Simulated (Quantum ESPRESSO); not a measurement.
# KNiF3: a ladder in the plane-wave cutoff

Wanted: the cheapest choice of the plane-wave cutoff that holds the magnetic results of KNiF3.

Main program and level: Quantum ESPRESSO 7.5; LDA with U = 6 eV on Ni d (ortho-atomic projectors); plane waves with GBRV 1.5 LDA potentials, no spin-orbit coupling (settings of the first rung).

The database entry behind the starting cell differs from later determinations by our own check (about 0.35 % short), so it need not match the best structure at ambient conditions.

## (1) The structure

Symmetry: Pm-3m, No. 221, cubic system. Conventional cell: a = 4.000 Å, b = 4.000 Å, c = 4.000 Å, α = 90.00°, β = 90.00°, γ = 90.00°. K has 12 F at 2.83 Å nearest. Nearest to Ni lie 6 F at 2.00 Å. Nearest to F lie 2 Ni at 2.00 Å and 4 K at 2.83 Å. Farther neighbours and most contacts between anions are not listed.

The cell comes from the Crystallography Open Database.

## (2) Rung 1, start ferro +

pw.in reads:

```
&CONTROL
  calculation = 'scf'
  prefix = 'pwscf'
  outdir = './tmp'
  pseudo_dir = './pseudo'
  disk_io = 'nowf'
  tprnfor = .true.
  tstress = .true.
/
&SYSTEM
  ibrav = 0
  nat = 5
  ntyp = 3
  ecutwfc = 18
  ecutrho = 126
  nbnd = 34
  occupations = 'smearing'
  smearing = 'fd'
  degauss = 0.00367493
  nspin = 2
  starting_magnetization(1) = 0
  starting_magnetization(2) = 0.1111
  starting_magnetization(3) = 0
/
&ELECTRONS
  conv_thr = 1d-08
  electron_maxstep = 150
  mixing_beta = 0.3
/
ATOMIC_SPECIES
K      39.0983 k_lda_v1.4.uspp.F.UPF
Ni     58.6934 ni_lda_v1.4.uspp.F.UPF
F      18.9984 f_lda_v1.4.uspp.F.UPF
CELL_PARAMETERS angstrom
   4.0000000000    0.0000000000    0.0000000000
   0.0000000000    4.0000000000    0.0000000000
   0.0000000000    0.0000000000    4.0000000000
ATOMIC_POSITIONS crystal
K       0.0000000000    0.0000000000    0.0000000000
Ni      0.5000000000    0.5000000000    0.5000000000
F       0.5000000000    0.5000000000    0.0000000000
F       0.0000000000    0.5000000000    0.5000000000
F       0.5000000000    0.0000000000    0.5000000000
K_POINTS automatic
6 6 6 0 0 0
HUBBARD {ortho-atomic}
U Ni-3d 6.0000
```

On the command line:

```
OMP_NUM_THREADS=1 mpirun -n 2 pw.x -nk 2 -in pw.in > pw.out
```

Output:

```text
Program PWSCF v.7.5 starts

     Message from routine setup:
     using ibrav=0 with symmetry is DISCOURAGED, use correct ibrav instead

     K-points division:     npool     =       2
     Subspace diagonalization in iterative solution of the eigenvalue problem:

     bravais-lattice index     =            0
     lattice parameter (alat)  =       7.5589  a.u.
     unit-cell volume          =     431.8934 (a.u.)^3
     number of atoms/cell      =            5
     number of atomic types    =            3
     number of electrons       =        48.00
     number of Kohn-Sham states=           34
     kinetic-energy cutoff     =      18.0000  Ry
     charge density cutoff     =     126.0000  Ry
     scf convergence threshold =      1.0E-08
     mixing beta               =       0.3000
     number of iterations used =            8  plain     mixing
     Exchange-correlation=  SLA  PZ   NOGX NOGC
                           (   1   1   0   0   0   0   0)
     Hubbard projectors: ortho-atomic
     Hubbard parameters of DFT+U (Dudarev formulation) in eV:
     U(Ni-3d) =  6.0000

     Internal variables: lda_plus_u =T, lda_plus_u_kind = 0

     Internal variables: orbital_resolved =F, hub_pot_fix =F, apply_U = F

     celldm(1)=   7.558904  celldm(2)=   0.000000  celldm(3)=   0.000000
     celldm(4)=   0.000000  celldm(5)=   0.000000  celldm(6)=   0.000000

     crystal axes: (cart. coord. in units of alat)
               a(1) = (   1.000000   0.000000   0.000000 )
               a(2) = (   0.000000   1.000000   0.000000 )
               a(3) = (   0.000000   0.000000   1.000000 )

     reciprocal axes: (cart. coord. in units 2 pi/alat)
               b(1) = (  1.000000  0.000000  0.000000 )
               b(2) = (  0.000000  1.000000  0.000000 )
               b(3) = (  0.000000  0.000000  1.000000 )

     PseudoPot. # 1 for K  read from file:
     k_lda_v1.4.uspp.F.UPF
     Pseudo is Ultrasoft + core correction, Zval =  9.0

     PseudoPot. # 2 for Ni read from file:
     ni_lda_v1.4.uspp.F.UPF
     Pseudo is Ultrasoft + core correction, Zval = 18.0

     PseudoPot. # 3 for F  read from file:
     f_lda_v1.4.uspp.F.UPF
     Pseudo is Ultrasoft, Zval =  7.0

     atomic species   valence    mass     pseudopotential
     K                 9.00    39.09830     K ( 1.00)
     Ni               18.00    58.69340     Ni( 1.00)
     F                 7.00    18.99840     F ( 1.00)

     Starting magnetic structure
     atomic species   magnetization
     K               0.000
     Ni              0.111
     F               0.000

     48 Sym. Ops., with inversion, found

   Cartesian axes

     site n.     atom                  positions (alat units)
         1        K      tau(   1) = (   0.0000000   0.0000000   0.0000000  )
         2        Ni     tau(   2) = (   0.5000000   0.5000000   0.5000000  )
         3        F      tau(   3) = (   0.5000000   0.5000000   0.0000000  )
         4        F      tau(   4) = (   0.0000000   0.5000000   0.5000000  )
         5        F      tau(   5) = (   0.5000000   0.0000000   0.5000000  )

     number of k points=    20  Fermi-Dirac smearing, width (Ry)=  0.0037
                       cart. coord. in units 2pi/alat
        k(    1) = (   0.0000000   0.0000000   0.0000000), wk =   0.0046296
        k(    2) = (   0.0000000   0.0000000   0.1666667), wk =   0.0277778
        k(    3) = (   0.0000000   0.0000000   0.3333333), wk =   0.0277778
        k(    4) = (   0.0000000   0.0000000  -0.5000000), wk =   0.0138889
        k(    5) = (   0.0000000   0.1666667   0.1666667), wk =   0.0555556
        [... 15 further k-points ...]

     Dense  grid:    10395 G-vectors     FFT dimensions: (  27,  27,  27)

     Smooth grid:     4457 G-vectors     FFT dimensions: (  24,  24,  24)

     Check: negative core charge=   -0.000204
     Generating pointlists ...
     new r_m :   0.2917 (alat units)  2.2048 (a.u.) for type    1
     new r_m :   0.2063 (alat units)  1.5590 (a.u.) for type    2
     new r_m :   0.2063 (alat units)  1.5590 (a.u.) for type    3

     Initial potential from superposition of free atoms

     starting charge      45.4972, renormalised to      48.0000

     STARTING HUBBARD OCCUPATIONS:

     =================== HUBBARD OCCUPATIONS ===================
     ------------------------ ATOM    2 ------------------------
     Tr[ns(  2)] (up, down, total) =   5.00000  3.00000  8.00000
     Atomic magnetic moment for atom   2 =   2.00000
     [... lines left out ...]
     Number of occupied Hubbard levels =    8.0000

     Atomic wfc used for Hubbard projectors are orthogonalized

     Starting wfcs are   33 randomized atomic wfcs +    1 random wfcs

     Self-consistent Calculation

     iteration #  1     ecut=    18.00 Ry     beta= 0.30
     Davidson diagonalization with overlap
     ethr =  1.00E-02,  avg # of iterations =  6.4

     =================== HUBBARD OCCUPATIONS ===================
     ------------------------ ATOM    2 ------------------------
     Tr[ns(  2)] (up, down, total) =   2.76414  0.29818  3.06231
     Atomic magnetic moment for atom   2 =   2.46596
     [... lines left out ...]
     Number of occupied Hubbard levels =    3.0623

     total energy              =    -527.51107085 Ry
     estimated scf accuracy    <      35.35905710 Ry

     total magnetization       =     2.89 Bohr mag/cell
     absolute magnetization    =     2.99 Bohr mag/cell

     iteration #  2     ecut=    18.00 Ry     beta= 0.30
     Davidson diagonalization with overlap
     ethr =  1.00E-02,  avg # of iterations =  3.8

     total energy              =    -536.96625283 Ry
     estimated scf accuracy    <       9.72024976 Ry

     total magnetization       =     0.38 Bohr mag/cell
     absolute magnetization    =     0.40 Bohr mag/cell

     [... further iterations left out ...]

     iteration # 13     ecut=    18.00 Ry     beta= 0.30
     Davidson diagonalization with overlap
     ethr =  3.34E-11,  avg # of iterations =  2.1

     total energy              =    -537.72470642 Ry
     estimated scf accuracy    <       0.00000003 Ry

     total magnetization       =     2.00 Bohr mag/cell
     absolute magnetization    =     2.13 Bohr mag/cell

     iteration # 14     ecut=    18.00 Ry     beta= 0.30
     Davidson diagonalization with overlap
     ethr =  3.34E-11,  avg # of iterations =  2.0

     Magnetic moment per site  (integrated on atomic sphere of radius R)
     atom   1 (R=0.292)  charge=  7.6094  magn=  0.0008
     atom   2 (R=0.206)  charge= 15.6213  magn=  1.6697
     atom   3 (R=0.206)  charge=  6.5450  magn=  0.0801
     atom   4 (R=0.206)  charge=  6.5450  magn=  0.0801
     atom   5 (R=0.206)  charge=  6.5450  magn=  0.0801

     End of self-consistent calculation

     =================== HUBBARD OCCUPATIONS ===================
     ------------------------ ATOM    2 ------------------------
     Tr[ns(  2)] (up, down, total) =   4.91515  3.24967  8.16482
     Atomic magnetic moment for atom   2 =   1.66548
     [... lines left out ...]
     Number of occupied Hubbard levels =    8.1648

     [... lines left out ...]
     the Fermi energy is     4.1087 ev

!    total energy              =    -537.72471727 Ry
     estimated scf accuracy    <          2.1E-09 Ry
     smearing contrib. (-TS)   =      -0.00000024 Ry
     internal energy E=F+TS    =    -537.72471703 Ry

     The total energy is F=E-TS. E is the sum of the following terms:
     one-electron contribution =    -364.90653039 Ry
     hartree contribution      =     199.25208675 Ry
     xc contribution           =     -69.20020652 Ry
     ewald contribution        =    -302.95325943 Ry
     Hubbard energy            =       0.08319256 Ry

     total magnetization       =     2.00 Bohr mag/cell
     absolute magnetization    =     2.13 Bohr mag/cell

     convergence has been achieved in  14 iterations

     Forces acting on atoms (cartesian axes, Ry/au):

     atom    1 type  1   force =     0.00000000    0.00000000    0.00000000
     atom    2 type  2   force =     0.00000000    0.00000000    0.00000000
     atom    3 type  3   force =     0.00000000    0.00000000    0.00000000
     atom    4 type  3   force =     0.00000000    0.00000000    0.00000000
     atom    5 type  3   force =     0.00000000    0.00000000    0.00000000

     Total force =     0.000000     Total SCF correction =     0.000000

     Computing stress (Cartesian axis) and pressure

          total   stress  (Ry/bohr**3)                   (kbar)     P=   -10130.03
  -0.06886256   0.00000000   0.00000000       -10130.03        0.00        0.00
   0.00000000  -0.06886256   0.00000000            0.00   -10130.03        0.00
   0.00000000   0.00000000  -0.06886256            0.00        0.00   -10130.03

=------------------------------------------------------------------------------=
   JOB DONE.
=------------------------------------------------------------------------------=
```

It took 11 s on 2 MPI ranks of Intel Xeon 6975P-C (Granite Rapids), shared host; peak memory 0.17 GiB; 22 s of CPU time.

Spin moment in the atom's sphere by atom:

```tsv
atom	spin moment in the atom's sphere (μB)
K1	0.00
Ni2	1.67
F3	0.08
F4	0.08
F5	0.08
```

Numbers from this step:

```yaml
magnetization: 2 μB
final_state: ferromagnetic
```

## (3) Rung 1, start antiferro q=(0,1/2,1/2) +-

The wavevector q is in fractions of the reciprocal vectors of the crystal's primitive cell, as the cells of these inputs are built from it; moments change sign between cells as cos(2π q·R).

pw.in reads:

```
&CONTROL
  calculation = 'scf'
  prefix = 'pwscf'
  outdir = './tmp'
  pseudo_dir = './pseudo'
  disk_io = 'nowf'
  tprnfor = .true.
  tstress = .true.
/
&SYSTEM
  ibrav = 0
  nat = 10
  ntyp = 4
  ecutwfc = 18
  ecutrho = 126
  nbnd = 62
  occupations = 'smearing'
  smearing = 'fd'
  degauss = 0.00367493
  nspin = 2
  starting_magnetization(1) = 0
  starting_magnetization(2) = 0.1111
  starting_magnetization(3) = -0.1111
  starting_magnetization(4) = 0
/
&ELECTRONS
  conv_thr = 2d-08
  electron_maxstep = 150
  mixing_beta = 0.3
/
ATOMIC_SPECIES
K      39.0983 k_lda_v1.4.uspp.F.UPF
Ni1    58.6934 ni_lda_v1.4.uspp.F.UPF
Ni2    58.6934 ni_lda_v1.4.uspp.F.UPF
F      18.9984 f_lda_v1.4.uspp.F.UPF
CELL_PARAMETERS angstrom
   4.0000000000    0.0000000000    0.0000000000
   0.0000000000    8.0000000000    0.0000000000
   0.0000000000    4.0000000000    4.0000000000
ATOMIC_POSITIONS crystal
K       0.0000000000    0.0000000000    0.0000000000
K       0.0000000000    0.5000000000    0.0000000000
Ni1     0.5000000000    0.0000000000    0.5000000000
Ni2     0.5000000000    0.5000000000    0.5000000000
F       0.5000000000    0.2500000000    0.0000000000
F       0.5000000000    0.7500000000    0.0000000000
F       0.0000000000    0.0000000000    0.5000000000
F       0.0000000000    0.5000000000    0.5000000000
F       0.5000000000    0.7500000000    0.5000000000
F       0.5000000000    0.2500000000    0.5000000000
K_POINTS automatic
6 3 6 0 0 0
HUBBARD {ortho-atomic}
U Ni1-3d 6.0000
U Ni2-3d 6.0000
```

Output:

```text
     [... lines left out ...]
Program PWSCF v.7.5 starts
     [... lines left out ...]
     number of atoms/cell      =           10
     [... lines left out ...]
     number of electrons       =        96.00
     number of Kohn-Sham states=           62
     kinetic-energy cutoff     =      18.0000  Ry
     charge density cutoff     =     126.0000  Ry
     scf convergence threshold =      2.0E-08
     [... lines left out ...]
     16 Sym. Ops., with inversion, found ( 8 have fractional translation)
     [... lines left out ...]
     number of k points=    24  Fermi-Dirac smearing, width (Ry)=  0.0037
     [... lines left out ...]
     iteration # 13     ecut=    18.00 Ry     beta= 0.30
     [... lines left out ...]
     Magnetic moment per site  (integrated on atomic sphere of radius R)
     atom   1 (R=0.292)  charge=  7.6097  magn=  0.0000
     atom   2 (R=0.292)  charge=  7.6097  magn= -0.0000
     atom   3 (R=0.206)  charge= 15.6279  magn=  1.6546
     atom   4 (R=0.206)  charge= 15.6279  magn= -1.6546
     atom   5 (R=0.206)  charge=  6.5464  magn= -0.0000
     atom   6 (R=0.206)  charge=  6.5464  magn= -0.0000
     atom   7 (R=0.206)  charge=  6.5437  magn=  0.0753
     atom   8 (R=0.206)  charge=  6.5437  magn= -0.0753
     atom   9 (R=0.206)  charge=  6.5464  magn= -0.0000
     atom  10 (R=0.206)  charge=  6.5464  magn= -0.0000
     [... lines left out ...]
     Tr[ns(  3)] (up, down, total) =   4.91088  3.25577  8.16666
     [... lines left out ...]
     Tr[ns(  4)] (up, down, total) =   3.25579  4.91088  8.16667
     [... lines left out ...]
     the Fermi energy is     4.3009 ev
!    total energy              =   -1075.44980294 Ry
     estimated scf accuracy    <       0.00000001 Ry
     smearing contrib. (-TS)   =      -0.00000000 Ry
     [... lines left out ...]
     total magnetization       =     0.00 Bohr mag/cell
     absolute magnetization    =     3.99 Bohr mag/cell
     convergence has been achieved in  13 iterations
     [... lines left out ...]
     Total force =     0.000034     Total SCF correction =     0.000064
     [... lines left out ...]
          total   stress  (Ry/bohr**3)                   (kbar)     P=   -10131.75
     [... lines left out ...]
```

Wall time 48 s (2 MPI ranks); peak memory 0.27 GiB; 96 s of CPU time.

Spin moment in the atom's sphere by atom:

```tsv
atom	spin moment in the atom's sphere (μB)
K1	0.00
K2	0.00
Ni3	1.65
Ni4	-1.65
F5	0.00
F6	0.00
F7	0.08
F8	-0.08
F9	0.00
F10	0.00
```

This step gave:

```yaml
magnetization: 0 μB
final_state: antiferromagnetic
```

## (4) Rung 2, start ferro +

pw.in reads:

```
&CONTROL
  calculation = 'scf'
  prefix = 'pwscf'
  outdir = './tmp'
  pseudo_dir = './pseudo'
  disk_io = 'nowf'
  tprnfor = .true.
  tstress = .true.
/
&SYSTEM
  ibrav = 0
  nat = 5
  ntyp = 3
  ecutwfc = 24
  ecutrho = 168
  nbnd = 34
  occupations = 'smearing'
  smearing = 'fd'
  degauss = 0.00367493
  nspin = 2
  starting_magnetization(1) = 0
  starting_magnetization(2) = 0.1111
  starting_magnetization(3) = 0
/
&ELECTRONS
  conv_thr = 1d-08
  electron_maxstep = 150
  mixing_beta = 0.3
/
ATOMIC_SPECIES
K      39.0983 k_lda_v1.4.uspp.F.UPF
Ni     58.6934 ni_lda_v1.4.uspp.F.UPF
F      18.9984 f_lda_v1.4.uspp.F.UPF
CELL_PARAMETERS angstrom
   4.0000000000    0.0000000000    0.0000000000
   0.0000000000    4.0000000000    0.0000000000
   0.0000000000    0.0000000000    4.0000000000
ATOMIC_POSITIONS crystal
K       0.0000000000    0.0000000000    0.0000000000
Ni      0.5000000000    0.5000000000    0.5000000000
F       0.5000000000    0.5000000000    0.0000000000
F       0.0000000000    0.5000000000    0.5000000000
F       0.5000000000    0.0000000000    0.5000000000
K_POINTS automatic
6 6 6 0 0 0
HUBBARD {ortho-atomic}
U Ni-3d 6.0000
```

Output:

```text
     [... lines left out ...]
Program PWSCF v.7.5 starts
     [... lines left out ...]
     number of atoms/cell      =            5
     [... lines left out ...]
     number of electrons       =        48.00
     number of Kohn-Sham states=           34
     kinetic-energy cutoff     =      24.0000  Ry
     charge density cutoff     =     168.0000  Ry
     scf convergence threshold =      1.0E-08
     [... lines left out ...]
     48 Sym. Ops., with inversion, found
     [... lines left out ...]
     number of k points=    20  Fermi-Dirac smearing, width (Ry)=  0.0037
     [... lines left out ...]
     iteration # 13     ecut=    24.00 Ry     beta= 0.30
     [... lines left out ...]
     Magnetic moment per site  (integrated on atomic sphere of radius R)
     atom   1 (R=0.292)  charge=  7.6021  magn= -0.0006
     atom   2 (R=0.206)  charge= 15.4958  magn=  1.7609
     atom   3 (R=0.206)  charge=  6.5095  magn=  0.0598
     atom   4 (R=0.206)  charge=  6.5095  magn=  0.0598
     atom   5 (R=0.206)  charge=  6.5095  magn=  0.0598
     [... lines left out ...]
     Tr[ns(  2)] (up, down, total) =   4.98168  3.20207  8.18375
     [... lines left out ...]
     the Fermi energy is     6.1848 ev
!    total energy              =    -544.62611951 Ry
     estimated scf accuracy    <          6.2E-10 Ry
     smearing contrib. (-TS)   =      -0.00000000 Ry
     [... lines left out ...]
     total magnetization       =     2.00 Bohr mag/cell
     absolute magnetization    =     2.04 Bohr mag/cell
     convergence has been achieved in  13 iterations
     [... lines left out ...]
     Total force =     0.000000     Total SCF correction =     0.000000
     [... lines left out ...]
          total   stress  (Ry/bohr**3)                   (kbar)     P=    -2398.97
     [... lines left out ...]
```

Run time: 13 s. Hardware: 2 MPI ranks; peak memory 0.2 GiB; 25 s of CPU time.

Numbers from this step:

* magnetization: 2 μB
* final state: ferromagnetic
* largest moment: 1.761 μB

[end of part 1 of 3]

[Logs and program files are shortened in this print: banners, set-up blocks, solver, clock and traceback lines can be left out without a mark of their own.]

[Logs are printed without paths, hosts, clocks, repeated set-up lines and the standing remarks that a program may print on its own settings, such as how far it seeks lower states.]

[Hosts, paths, dates, database ids (printed as entryN), source tags and the programs' standing remarks are cut or masked in the printed files.]

[Where a cell is said to come from a database of computed structures, the database is the Materials Project.]
